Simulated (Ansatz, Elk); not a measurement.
# How far do independent atoms describe VFeGe2?, part 2 of 2

Structure refinements treat a crystal as free atoms side by side. For a made-up structure of VFeGe2 (cell and positions from a PBE relaxation) the runs below show what the calculated density changes in F(hkl).

Elk 11.2.3 (patched build); all-electron DFT.

So far: The starting structure; Ground state and structure factors; The magnetisation density.

The structure was built from a prototype and need not be the compound's stable phase.

## (4) The highest occupied states alone

Level of this step: DFT, PBE, all-electron APW+lo, Dirac cores, scalar-relativistic bands, static density, ferromagnetic start (Elk).

An energy window below the Fermi level keeps the highest occupied states, to see at which angles they scatter; shallow core shells can lie inside it and anion s states outside. No new self-consistency is needed.

File elk.in:

```
tasks
  195

xctype
  20

spinpol
  .true.

rgkmax
  7.0

gmaxvr
  14.0

lmaxo
  7

lmaxapw
  8

swidth
  0.002

tshift
  .false.

ramdisk
  .false.

hmaxvr
  5.5

maxscl
  120

epspot
  1e-06

reducebf
  0.8

wsfac
  -0.026920 0.640580

sppath
  './'

avec
  6.80772963230 -0.00000000000 0.00000000000
  -0.00000000000 6.80772963230 0.00000000000
  0.00000000000 0.00000000000 16.62772513397

atoms
  3
  'Ge.in'
  4
  -0.0000000000 0.0000000000 0.5000000000   0.000000 0.000000 0.000000
  0.5000000000 0.5000000000 0.5000000000   0.000000 0.000000 0.000000
  0.5000000000 -0.0000000000 0.8072711973   0.000000 0.000000 0.000000
  -0.0000000000 0.5000000000 0.1927288027   0.000000 0.000000 0.000000
  'Fe.in'
  2
  0.5000000000 0.5000000000 -0.0000000000   0.000000 0.000000 -0.120000
  0.0000000000 -0.0000000000 -0.0000000000   0.000000 0.000000 -0.120000
  'V.in'
  2
  -0.0000000000 0.5000000000 0.7213632589   0.000000 0.000000 -0.030000
  0.5000000000 0.0000000000 0.2786367411   0.000000 0.000000 -0.030000

ngridk
  5 5 3
```

The run is started by

```console
OMP_NUM_THREADS=4 elk
```

Numbers of over 12 decimals in the logs are rounded to 6 here.

Log:

```text
┌─────────────────────────────────┐
│ Elk code version 11.2.3 started │
└─────────────────────────────────┘

Info(readinput): the functional depends on the density's gradient
 muffin-tin radial points multiplied by    2.00000
 (not where nrmtscf is given)

┌────────────────────┐
│ Current task : 195 │
└────────────────────┘
Info(checkmt): changed muffin-tin radius of species 1 (Ge) from   2.4000 to   2.3125
Info(checkmt): changed muffin-tin radius of species 2 (Fe) from   2.4000 to   2.3125

Info(sfacrho): density structure factors written to SFACRHO.OUT

 Energy window :  -0.2692000000E-01  0.6405800000

┌──────────────────┐
│ Elk code stopped │
└──────────────────┘
```

Wall time 11 s (4 threads of AMD EPYC 9R14 (Zen 4), shared host); peak memory 0.3 GiB; 15 s of CPU time.

States within 10 eV below the Fermi level hold 39.57 electrons; any levels below the window count with the cores, and a count that is not whole means the window cuts a band. Their amplitudes can exceed the total, where window and core parts have opposite phase:

| hkl | sin θ/λ (Å⁻¹) | abs F, window | abs F, all |
| --- | --- | --- | --- |
| 001 | 0.057 | 9.888 | 2.260 |
| 002 | 0.114 | 6.849 | 23.489 |
| 100 | 0.139 | 0.000 | 0.000 |
| 101 | 0.150 | 2.332 | 14.657 |
| 003 | 0.171 | 8.278 | 39.696 |
| 102 | 0.179 | 2.307 | 47.302 |
| 110 | 0.196 | 4.956 | 6.263 |
| 111 | 0.204 | 7.141 | 22.926 |
| 103 | 0.220 | 1.771 | 4.345 |
| 112 | 0.227 | 9.782 | 153.952 |

## (5) Another functional

The difference from free atoms is small, so it is set against the change that PBEsol makes.

elk.in, as its differences from that of step 4:

```diff
@@ -1,6 +1,8 @@
 tasks
+  0
   195
+  196
 
 xctype
-  20
+  22
 
@@ -42,5 +44,2 @@
 
-wsfac
-  -0.026920 0.640580
-
 sppath
```

The run is started by

```console
OMP_NUM_THREADS=4 elk
```

Log:

```text
┌─────────────────────────┐
│ Elk code version 11.2.3 │
└─────────────────────────┘

All units are atomic (Hartree, Bohr, etc.)

┌─────────────────────────────────────────────────┐
│ Ground-state run starting from atomic densities │
└─────────────────────────────────────────────────┘

Lattice vectors :
   6.807729632      -0.000000000       0.000000000
  -0.000000000       6.807729632       0.000000000
   0.000000000       0.000000000       16.62772513

Reciprocal lattice vectors :
  0.9229487137       0.000000000      -0.000000000
[...]
total charge                :    226.0000000
 error                       :   0.2922026226E-02

Moments :
 interstitial                :   0.4884817326E-01
 muffin-tins
  species : 1 (Ge)
[...]
species : 2 (Fe)
[...]
species : 3 (V)
   atom 1                    :   0.5929515891
   atom 2                    :   0.5929515891
 total in muffin-tins        :    5.920335901
 total moment                :    5.969184074

┌──────────────────────────────┐
│ Self-consistent loop stopped │
└──────────────────────────────┘

Warning : core states of species 1 leak from the muffin-tin :   0.5666363924E-03

Wrote STATE.OUT
[key lines of the parts left out:]
total energy                :     -12830.244691743
```

The job ended after 4.2 min (4 threads; peak memory 0.72 GiB).

Against the first run R = 0.03 %; the largest change is -0.065 at 220. The moment goes from 6.00 to 5.97 μB.

## (6) Basis size

A smaller basis shows how fast F responds to it; the change is likely larger than the basis error of the first run, but doesn't show convergence.

elk.in, as its differences from that of step 5:

```diff
@@ -6,3 +6,3 @@
 xctype
-  22
+  20
 
@@ -12,3 +12,3 @@
 rgkmax
-  7.0
+  5.5
```

The run is started by

```console
OMP_NUM_THREADS=4 elk
```

Log:

```text
┌─────────────────────────┐
│ Elk code version 11.2.3 │
└─────────────────────────┘

All units are atomic (Hartree, Bohr, etc.)

┌─────────────────────────────────────────────────┐
│ Ground-state run starting from atomic densities │
└─────────────────────────────────────────────────┘

Lattice vectors :
   6.807729632      -0.000000000       0.000000000
  -0.000000000       6.807729632       0.000000000
   0.000000000       0.000000000       16.62772513

Reciprocal lattice vectors :
  0.9229487137       0.000000000      -0.000000000
[...]
total charge                :    226.0000000
 error                       :   0.1780076858E-02

Moments :
 interstitial                :   0.6694817522E-01
 muffin-tins
  species : 1 (Ge)
[...]
species : 2 (Fe)
[...]
species : 3 (V)
   atom 1                    :   0.6109418392
   atom 2                    :   0.6109418392
 total in muffin-tins        :    5.988861100
 total moment                :    6.055809276

┌──────────────────────────────┐
│ Self-consistent loop stopped │
└──────────────────────────────┘

Warning : core states of species 1 leak from the muffin-tin :   0.5629692045E-03

Wrote STATE.OUT
[key lines of the parts left out:]
total energy                :     -12840.394642082
```

Elapsed: 4.7 min, on 4 threads; peak memory 0.7 GiB; 17 min of CPU time.

Against the first run R = 0.05 %; the largest change is +0.172 at 220. The moment goes from 6.00 to 6.06 μB.

## (7) Settings against the effect

| run | R against the first run (%) | R against neutral atoms, low angle (%) | wall time |
| --- | --- | --- | --- |
| PBE, rgkmax 7 | 0.00 | 0.71 | 4.8 min |
| PBEsol | 0.03 | 0.74 | 4.2 min |
| rgkmax 5.5 | 0.05 | 0.74 | 4.7 min |

## (8) Summary of results

```
R against neutral atoms, sin θ/λ < 0.3 Å⁻¹ : 0.71 %
R against neutral atoms, 0.3 to 0.73 Å⁻¹   : 0.23 %
```

**Reading.** Independent neutral atoms miss the calculated amplitudes by R = 0.71 % below 0.3 Å⁻¹ and 0.23 % from there to 0.73 Å⁻¹; by shells, 1.20 % below 0.15 Å⁻¹ (2 forms), 0.71 % 0.15 to 0.3 (14 forms), 0.37 % 0.3 to 0.45 (27 forms), 0.20 % above 0.45 (99 forms). Bonding, aspherical density and the tables' own atoms all enter these figures, and the runs don't part them. The largest change of an amplitude is -1.24 electrons, at 200. The magnetic order is that of the start. No other order was tried here, and an antiferromagnetic one would change or move the magnetic intensity. The window's part falls from 39.6 electrons at the origin to at most 2.92 between 0.45 and 0.73 Å⁻¹, where compact states inside the window still scatter. Below 0.3 Å⁻¹ the changes that finished (PBEsol and rgkmax 5.5) move F by R = 0.06 % at most, against the 0.71 % that separates it from free atoms. The magnetic factors move by R = 0.9 % (PBEsol) and 1.7 % (rgkmax 5.5). The k-mesh has no finished test. Part of the difference isn't bonding: the tables are fits to free atoms and ions calculated by other methods than this functional. Thermal motion, anomalous dispersion and extinction are left out.

[Logs are printed without paths, hosts, clocks, repeated set-up lines and the standing remarks that a program may print on its own settings, such as how far it seeks lower states.]

[Hosts, paths, dates, database ids (printed as entryN), source tags and the programs' standing remarks are cut or masked in the printed files.]
